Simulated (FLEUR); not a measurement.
## Magnetic state of CuPd (Skaergaardite) from several starts

Wanted: the moments of CuPd (Skaergaardite) and the energy of each order that was tried.

Main program and level: FLEUR MaX-R8.1; PBEsol; all-electron FLAPW, Dirac cores, scalar-relativistic bands.

This is a report of a sequence of runs, with most program output left out.

The database entry behind the starting cell differs from later determinations by our own check (about 0.35 % long), so it need not match the best structure at ambient conditions.

### Step 1. The structure

Symmetry: Pm-3m, No. 221, cubic system. Conventional cell: a = 2.988 Å, b = 2.988 Å, c = 2.988 Å, α = 90.00°, β = 90.00°, γ = 90.00°. Nearest to Cu lie 8 Pd at 2.59 Å. Nearest to Pd lie 8 Cu at 2.59 Å. Farther neighbours are not listed.

### Step 2. Order 1, typed as ferro ++

The parallel start comes first: it shows whether parallel moments hold.

inpgen writes inp.xml from crystal.txt; cutoffs, mixing, functional, smearing and local orbitals are then set in the file. The k list default-1 (kpts.xml, not shown) is a Γ-centred 10×10×10 mesh; where the ranks do not divide the number of points, some are split in two of half the weight.

Contents of inp.xml:

```
<?xml version="1.0" encoding="UTF-8" standalone="no"?>
<fleurInput fleurInputVersion="0.39">
   <comment>
      CuPd
   </comment>
   <calculationSetup>
      <cutoffs Kmax="3.6" Gmax="10.8" GmaxXC="10.8" numbands="0"/>
      <scfLoop itmax="90" minDistance="0.00002" maxIterBroyd="15" imix="Anderson" alpha="0.05" precondParam="0.0" spinf="2.0" sdNocoIR="T"/>
      <coreElectrons ctail="T" frcor="F" kcrel="0" coretail_lmax="0"/>
      <xcFunctional name="PBEs" relativisticCorrections="F"/>
      <magnetism jspins="2"/>
      <soc l_soc="F" theta="0.0" phi="0.0" spav="F"/>
      <expertModes spex="0" secvar="F"/>
      <geometryOptimization l_f="F" forcealpha="1.0" forcemix="BFGS" epsdisp="0.00001" epsforce="0.00001"/>
      <ldaU l_linMix="F" mixParam="0.05" spinf="1.0"/>
   </calculationSetup>
   <cell>
      <bzIntegration valenceElectrons="27.0" mode="hist" fermiSmearingEnergy="0.00110248">
         <kPointListSelection listName="default-1"/>
         <xi:include xmlns:xi="http://www.w3.org/2001/XInclude" href="kpts.xml"> </xi:include>
      </bzIntegration>
      <xi:include xmlns:xi="http://www.w3.org/2001/XInclude" href="sym.xml"> </xi:include>
      <bulkLattice scale="1.0">
         <bravaisMatrix>
            <row-1>    5.6465016603047999     0.0000000000000000     0.0000000000000000</row-1>
            <row-2>    0.0000000000000000     5.6465016603047999     0.0000000000000000</row-2>
            <row-3>    0.0000000000000000     0.0000000000000000     5.6465016603047999</row-3>
         </bravaisMatrix>
      </bulkLattice>
   </cell>
   <atomSpecies>
      <species name="Copper (Cu.500" element="Cu" atomicNumber="29">
         <mtSphere radius="2.38" gridPoints="787" logIncrement="0.016"/>
         <atomicCutoffs lmax="8" lnonsphr="6"/>
         <electronConfig flipSpins="F">
            <coreConfig>(1s1/2) (2s1/2) (2p1/2) (2p3/2) (3s1/2) (3p1/2) (3p3/2)</coreConfig>
            <valenceConfig>(4s1/2) (3d3/2) (3d5/2)</valenceConfig>
            <stateOccupation state="(4s1/2)" spinUp="0.75" spinDown="0.25"/>
         </electronConfig>
         <energyParameters s="4" p="4" d="3" f="4"/>
      </species>
      <species name="Palladium .601" element="Pd" atomicNumber="46">
         <mtSphere radius="2.38" gridPoints="787" logIncrement="0.016"/>
         <atomicCutoffs lmax="8" lnonsphr="6"/>
         <electronConfig flipSpins="F">
            <coreConfig>(1s1/2) (2s1/2) (2p1/2) (2p3/2) (3s1/2) (3p1/2) (3p3/2) (4s1/2) (3d3/2) (3d5/2)</coreConfig>
            <valenceConfig>(4p1/2) (4p3/2) (5s1/2) (4d3/2) (4d5/2)</valenceConfig>
            <stateOccupation state="(5s1/2)" spinUp="0.5" spinDown="0.5"/>
            <stateOccupation state="(4d3/2)" spinUp="1.8005" spinDown="1.7995"/>
            <stateOccupation state="(4d5/2)" spinUp="3.0" spinDown="2.4"/>
         </electronConfig>
         <energyParameters s="5" p="5" d="4" f="4"/>
         <lo type="SCLO" l="1" n="4" eDeriv="0"/>
      </species>
   </atomSpecies>
   <atomGroups>
      <atomGroup species="Copper (Cu.500">
         <relPos label="                   1">.0000000000 .0000000000 .0000000000</relPos>
         <force calculate="T" relaxXYZ="TTT"/>
      </atomGroup>
      <atomGroup species="Palladium .601">
         <relPos label="                   2">1.000/2.000 1.000/2.000 1.000/2.000</relPos>
         <force calculate="T" relaxXYZ="TTT"/>
      </atomGroup>
   </atomGroups>
   <output dos="F" band="F" slice="F">
      <bandDOS minEnergy="-.5*Htr" maxEnergy="0.5*Htr" sigma="0.015" storeEVData="T"/>
      <plotting iplot="0" polar="F">
         <plot TwoD="T" vec1="  1.0  0.0  0.0" vec2="  0.0  1.0  0.0" vec3="  0.0  0.0  1.0" zero="  0.0  0.0  0.0" file="plot"/>
      </plotting>
      <moessbauerParams electricFieldGradient="F" isomerShift="F" coreHyperfine="F" valenceHyperfine="F"/>
   </output>
</fleurInput>
```

Contents of crystal.txt:

```
CuPd
&input film=F cartesian=F /
2.98800000000  0.00000000000  0.00000000000
0.00000000000  2.98800000000  0.00000000000
0.00000000000  0.00000000000  2.98800000000
1.8897261246
1.0 1.0 1.0

2
29 0.00000000000  0.00000000000  0.00000000000 : 0.500
46 0.50000000000  0.50000000000  0.50000000000 : 0.601

&kpt div1=10 div2=10 div3=10 gamma=T /
```

Command:

```
$ OMP_NUM_THREADS=1 inpgen -f crystal.txt > inpgen.log  # inp.xml is then edited as shown
$ OMP_NUM_THREADS=1 mpirun -n 4 fleur_MPI > fleur.log
```

Run time: 8.7 s. Hardware: 4 MPI ranks of Intel Xeon 6975P-C (Granite Rapids), shared host; peak memory 0.24 GiB; 34 s of CPU time.

Numbers from this step:

| Quantity | Value |
| --- | --- |
| free energy | -182270.5790 eV |
| program's band gap on this mesh (in a metal only a level spacing) | 9.84e-8 eV |
| final state | non-magnetic |

After 24 cycles the seed has died away: no moment is left.

### Step 3. Order 2, typed as antiferro q=(0,0,1/2) +-+-

Another pattern of signs weighs the neighbour shells otherwise.

This order needs a doubled cell of 4 atoms. The mesh is halved along the doubled vector, so that both cells sample the same points. The k list default-1 (kpts.xml, not shown) is a Γ-centred 10×10×5 mesh.

Edit inp.xml of step 2 so:

```diff
@@ -17,3 +17,3 @@
    <cell>
-      <bzIntegration valenceElectrons="27.0" mode="hist" fermiSmearingEnergy="0.00110248">
+      <bzIntegration valenceElectrons="54.0" mode="hist" fermiSmearingEnergy="0.00110248">
          <kPointListSelection listName="default-1"/>
@@ -26,3 +26,3 @@
             <row-2>    0.0000000000000000     5.6465016603047999     0.0000000000000000</row-2>
-            <row-3>    0.0000000000000000     0.0000000000000000     5.6465016603047999</row-3>
+            <row-3>    0.0000000000000000     0.0000000000000000    11.2930033206095999</row-3>
          </bravaisMatrix>
@@ -38,2 +38,12 @@
             <stateOccupation state="(4s1/2)" spinUp="0.75" spinDown="0.25"/>
+         </electronConfig>
+         <energyParameters s="4" p="4" d="3" f="4"/>
+      </species>
+      <species name="Copper (Cu-.500" element="Cu" atomicNumber="29">
+         <mtSphere radius="2.38" gridPoints="787" logIncrement="0.016"/>
+         <atomicCutoffs lmax="8" lnonsphr="6"/>
+         <electronConfig flipSpins="F">
+            <coreConfig>(1s1/2) (2s1/2) (2p1/2) (2p3/2) (3s1/2) (3p1/2) (3p3/2)</coreConfig>
+            <valenceConfig>(4s1/2) (3d3/2) (3d5/2)</valenceConfig>
+            <stateOccupation state="(4s1/2)" spinUp="0.25" spinDown="0.75"/>
          </electronConfig>
@@ -54,2 +64,15 @@
       </species>
+      <species name="Palladium -.601" element="Pd" atomicNumber="46">
+         <mtSphere radius="2.38" gridPoints="787" logIncrement="0.016"/>
+         <atomicCutoffs lmax="8" lnonsphr="6"/>
+         <electronConfig flipSpins="F">
+            <coreConfig>(1s1/2) (2s1/2) (2p1/2) (2p3/2) (3s1/2) (3p1/2) (3p3/2) (4s1/2) (3d3/2) (3d5/2)</coreConfig>
+            <valenceConfig>(4p1/2) (4p3/2) (5s1/2) (4d3/2) (4d5/2)</valenceConfig>
+            <stateOccupation state="(5s1/2)" spinUp="0.5" spinDown="0.5"/>
+            <stateOccupation state="(4d3/2)" spinUp="1.7995" spinDown="1.8005"/>
+            <stateOccupation state="(4d5/2)" spinUp="2.4" spinDown="3.0"/>
+         </electronConfig>
+         <energyParameters s="5" p="5" d="4" f="4"/>
+         <lo type="SCLO" l="1" n="4" eDeriv="0"/>
+      </species>
    </atomSpecies>
@@ -60,4 +83,12 @@
       </atomGroup>
+      <atomGroup species="Copper (Cu-.500">
+         <relPos label="                   2">.0000000000 .0000000000 1.000/2.000</relPos>
+         <force calculate="T" relaxXYZ="TTT"/>
+      </atomGroup>
       <atomGroup species="Palladium .601">
-         <relPos label="                   2">1.000/2.000 1.000/2.000 1.000/2.000</relPos>
+         <relPos label="                   3">1.000/2.000 1.000/2.000 1.000/4.000</relPos>
+         <force calculate="T" relaxXYZ="TTT"/>
+      </atomGroup>
+      <atomGroup species="Palladium -.601">
+         <relPos label="                   4">1.000/2.000 1.000/2.000 -1.000/4.000</relPos>
          <force calculate="T" relaxXYZ="TTT"/>
```

Contents of crystal.txt:

```
CuPd
&input film=F cartesian=F /
2.98800000000  0.00000000000  0.00000000000
0.00000000000  2.98800000000  0.00000000000
0.00000000000  0.00000000000  5.97600000000
1.8897261246
1.0 1.0 1.0

4
29 0.00000000000  0.00000000000  0.00000000000 : 0.500
29 0.00000000000  0.00000000000  0.50000000000 : -0.500
46 0.50000000000  0.50000000000  0.25000000000 : 0.601
46 0.50000000000  0.50000000000  0.75000000000 : -0.601

&kpt div1=10 div2=10 div3=5 gamma=T /
```

The job ended after 33 s (4 MPI ranks; peak memory 0.34 GiB).

The spin moment in the muffin-tin sphere vanishes on all atoms.

Read from the output:

```
free energy                                                       : -364541.1579 eV
program's band gap on this mesh (in a metal only a level spacing) : 0 eV
final state                                                       : non-magnetic
```

It ends in the same state without moments as the first start; the 1.7e-5 meV a seeded atom between them is numerical noise.

### Step 4. Start 3: antiferro q=(1/2,1/2,1/2) +-+-

This order needs a doubled cell of 4 atoms. The mesh is halved along the doubled vector, so that both cells sample the same points. The k list default-1 (kpts.xml, not shown) is a Γ-centred 5×10×10 mesh.

Edit inp.xml of step 3 so:

```diff
@@ -24,5 +24,5 @@
          <bravaisMatrix>
-            <row-1>    5.6465016603047999     0.0000000000000000     0.0000000000000000</row-1>
-            <row-2>    0.0000000000000000     5.6465016603047999     0.0000000000000000</row-2>
-            <row-3>    0.0000000000000000     0.0000000000000000    11.2930033206095999</row-3>
+            <row-1>   11.2930033206095999     0.0000000000000000     0.0000000000000000</row-1>
+            <row-2>    5.6465016603047999     5.6465016603047999     0.0000000000000000</row-2>
+            <row-3>    5.6465016603047999     0.0000000000000000     5.6465016603047999</row-3>
          </bravaisMatrix>
@@ -84,3 +84,3 @@
       <atomGroup species="Copper (Cu-.500">
-         <relPos label="                   2">.0000000000 .0000000000 1.000/2.000</relPos>
+         <relPos label="                   2">1.000/2.000 .0000000000 .0000000000</relPos>
          <force calculate="T" relaxXYZ="TTT"/>
@@ -88,3 +88,3 @@
       <atomGroup species="Palladium .601">
-         <relPos label="                   3">1.000/2.000 1.000/2.000 1.000/4.000</relPos>
+         <relPos label="                   3">-1.000/4.000 1.000/2.000 1.000/2.000</relPos>
          <force calculate="T" relaxXYZ="TTT"/>
@@ -92,3 +92,3 @@
       <atomGroup species="Palladium -.601">
-         <relPos label="                   4">1.000/2.000 1.000/2.000 -1.000/4.000</relPos>
+         <relPos label="                   4">1.000/4.000 1.000/2.000 1.000/2.000</relPos>
          <force calculate="T" relaxXYZ="TTT"/>
```

Contents of crystal.txt:

```
CuPd
&input film=F cartesian=F /
5.97600000000  0.00000000000  0.00000000000
2.98800000000  2.98800000000  0.00000000000
2.98800000000  0.00000000000  2.98800000000
1.8897261246
1.0 1.0 1.0

4
29 0.00000000000  0.00000000000  0.00000000000 : 0.500
29 0.50000000000  0.00000000000  0.00000000000 : -0.500
46 0.75000000000  0.50000000000  0.50000000000 : 0.601
46 0.25000000000  0.50000000000  0.50000000000 : -0.601

&kpt div1=5 div2=10 div3=10 gamma=T /
```

The job ended after 41 s (4 MPI ranks; peak memory 0.35 GiB).

The spin moment in the muffin-tin sphere vanishes on all atoms.

Numbers from this step:

* free energy: -364541.1579 eV
* program's band gap on this mesh (in a metal only a level spacing): 1.00e-9 eV
* final state: non-magnetic

It ends in the same state without moments as the first start; the 0.0048 meV a seeded atom between them is numerical noise.

### Step 5. Run 4 (no spin polarisation)

Without spin polarisation no moment can form, so the difference from the other runs is what forming moments gains.

The k list default-1 (kpts.xml, not shown) is a Γ-centred 10×10×10 mesh.

Contents of inp.xml:

```
<?xml version="1.0" encoding="UTF-8" standalone="no"?>
<fleurInput fleurInputVersion="0.39">
   <comment>
      CuPd
   </comment>
   <calculationSetup>
      <cutoffs Kmax="3.6" Gmax="10.8" GmaxXC="10.8" numbands="0"/>
      <scfLoop itmax="90" minDistance="0.00002" maxIterBroyd="15" imix="Anderson" alpha="0.05" precondParam="0.0" spinf="2.0" sdNocoIR="T"/>
      <coreElectrons ctail="T" frcor="F" kcrel="0" coretail_lmax="0"/>
      <xcFunctional name="PBEs" relativisticCorrections="F"/>
      <magnetism jspins="1"/>
      <soc l_soc="F" theta="0.0" phi="0.0" spav="F"/>
      <expertModes spex="0" secvar="F"/>
      <geometryOptimization l_f="F" forcealpha="1.0" forcemix="BFGS" epsdisp="0.00001" epsforce="0.00001"/>
      <ldaU l_linMix="F" mixParam="0.05" spinf="1.0"/>
   </calculationSetup>
   <cell>
      <bzIntegration valenceElectrons="27.0" mode="hist" fermiSmearingEnergy="0.00110248">
         <kPointListSelection listName="default-1"/>
         <xi:include xmlns:xi="http://www.w3.org/2001/XInclude" href="kpts.xml"> </xi:include>
      </bzIntegration>
      <xi:include xmlns:xi="http://www.w3.org/2001/XInclude" href="sym.xml"> </xi:include>
      <bulkLattice scale="1.0">
         <bravaisMatrix>
            <row-1>    5.6465016603047999     0.0000000000000000     0.0000000000000000</row-1>
            <row-2>    0.0000000000000000     5.6465016603047999     0.0000000000000000</row-2>
            <row-3>    0.0000000000000000     0.0000000000000000     5.6465016603047999</row-3>
         </bravaisMatrix>
      </bulkLattice>
   </cell>
   <atomSpecies>
      <species name="Copper (Cu)" element="Cu" atomicNumber="29">
         <mtSphere radius="2.38" gridPoints="787" logIncrement="0.016"/>
         <atomicCutoffs lmax="8" lnonsphr="6"/>
         <electronConfig flipSpins="F">
            <coreConfig>(1s1/2) (2s1/2) (2p1/2) (2p3/2) (3s1/2) (3p1/2) (3p3/2)</coreConfig>
            <valenceConfig>(4s1/2) (3d3/2) (3d5/2)</valenceConfig>
            <stateOccupation state="(4s1/2)" spinUp="0.500000" spinDown="0.500000"/>
         </electronConfig>
         <energyParameters s="4" p="4" d="3" f="4"/>
      </species>
      <species name="Palladium (Pd)" element="Pd" atomicNumber="46">
         <mtSphere radius="2.38" gridPoints="787" logIncrement="0.016"/>
         <atomicCutoffs lmax="8" lnonsphr="6"/>
         <electronConfig flipSpins="F">
            <coreConfig>(1s1/2) (2s1/2) (2p1/2) (2p3/2) (3s1/2) (3p1/2) (3p3/2) (4s1/2) (3d3/2) (3d5/2)</coreConfig>
            <valenceConfig>(4p1/2) (4p3/2) (5s1/2) (4d3/2) (4d5/2)</valenceConfig>
            <stateOccupation state="(5s1/2)" spinUp="0.500000" spinDown="0.500000"/>
            <stateOccupation state="(4d3/2)" spinUp="1.800000" spinDown="1.800000"/>
            <stateOccupation state="(4d5/2)" spinUp="2.700000" spinDown="2.700000"/>
         </electronConfig>
         <energyParameters s="5" p="5" d="4" f="4"/>
         <lo type="SCLO" l="1" n="4" eDeriv="0"/>
      </species>
   </atomSpecies>
   <atomGroups>
      <atomGroup species="Copper (Cu)">
         <relPos label="                   1">.0000000000 .0000000000 .0000000000</relPos>
         <force calculate="T" relaxXYZ="TTT"/>
      </atomGroup>
      <atomGroup species="Palladium (Pd)">
         <relPos label="                   2">1.000/2.000 1.000/2.000 1.000/2.000</relPos>
         <force calculate="T" relaxXYZ="TTT"/>
      </atomGroup>
   </atomGroups>
   <output dos="F" band="F" slice="F">
      <bandDOS minEnergy="-.5*Htr" maxEnergy="0.5*Htr" sigma="0.015" storeEVData="T"/>
      <plotting iplot="0" polar="F">
         <plot TwoD="T" vec1="  1.0  0.0  0.0" vec2="  0.0  1.0  0.0" vec3="  0.0  0.0  1.0" zero="  0.0  0.0  0.0" file="plot"/>
      </plotting>
      <moessbauerParams electricFieldGradient="F" isomerShift="F" coreHyperfine="F" valenceHyperfine="F"/>
   </output>
</fleurInput>
```

Contents of crystal.txt:

```
CuPd
&input film=F cartesian=F /
2.98800000000  0.00000000000  0.00000000000
0.00000000000  2.98800000000  0.00000000000
0.00000000000  0.00000000000  2.98800000000
1.8897261246
1.0 1.0 1.0

2
29 0.00000000000  0.00000000000  0.00000000000
46 0.50000000000  0.50000000000  0.50000000000

&kpt div1=10 div2=10 div3=10 gamma=T /
```

Elapsed: 5.4 s, on 4 MPI ranks; peak memory 0.19 GiB; 20 s of CPU time.

Numbers from this step:

* free energy: -182270.5789 eV
* program's band gap on this mesh (in a metal only a level spacing): 0.02311 eV
* final state: non-magnetic (no spin polarisation)

It ends in the same state without moments as the first start; the 7.2e-4 meV a seeded atom between them is numerical noise.

### Step 6. Ranking

Free energies are divided by the number of seeded atoms, so that cells of unlike size compare. Wavevectors q in the names are fractions of the primitive cell's reciprocal vectors.

Orders:

| start | final state | typed order kept | energy over the lowest (meV a seeded atom) | largest sphere moment (μB) | net moment (μB a primitive cell) | mesh matched | CPU time (s) |
| --- | --- | --- | --- | --- | --- | --- | --- |
| ferro ++ | non-magnetic | no | 0.004791 | 0 | 0 | yes | 33.93 |
| antiferro q=(0,0,1/2) +-+- | non-magnetic | no | 0.004774 | 0 | 0 | yes | 131 |
| antiferro q=(1/2,1/2,1/2) +-+- | non-magnetic | no | 0 | 0 | 0 | yes | 163.8 |
| no spin polarisation | non-magnetic | - | 0.005513 | 0 | 0 | yes | 20.28 |

### Step 7. Summary of results

```
lowest state found       : non-magnetic (typed antiferro q=(1/2,1/2,1/2) +-+-)
largest site spin moment : 0 μB
```

In words: The lowest state carries no moment above 0.15 μB, and no start kept one. Only 4 starts were tried; other patterns of signs, canted and longer-period orders were not.

[Logs and program files are shortened in this print: banners, set-up blocks, solver, clock and traceback lines can be left out without a mark of their own.]

[Logs are printed without paths, hosts, clocks, repeated set-up lines and the standing remarks that a program may print on its own settings, such as how far it seeks lower states.]

[Hosts, paths, dates, database ids (printed as entryN), source tags and the programs' standing remarks are cut or masked in the printed files.]

[Where a cell is said to come from a database of computed structures, the database is the Materials Project.]
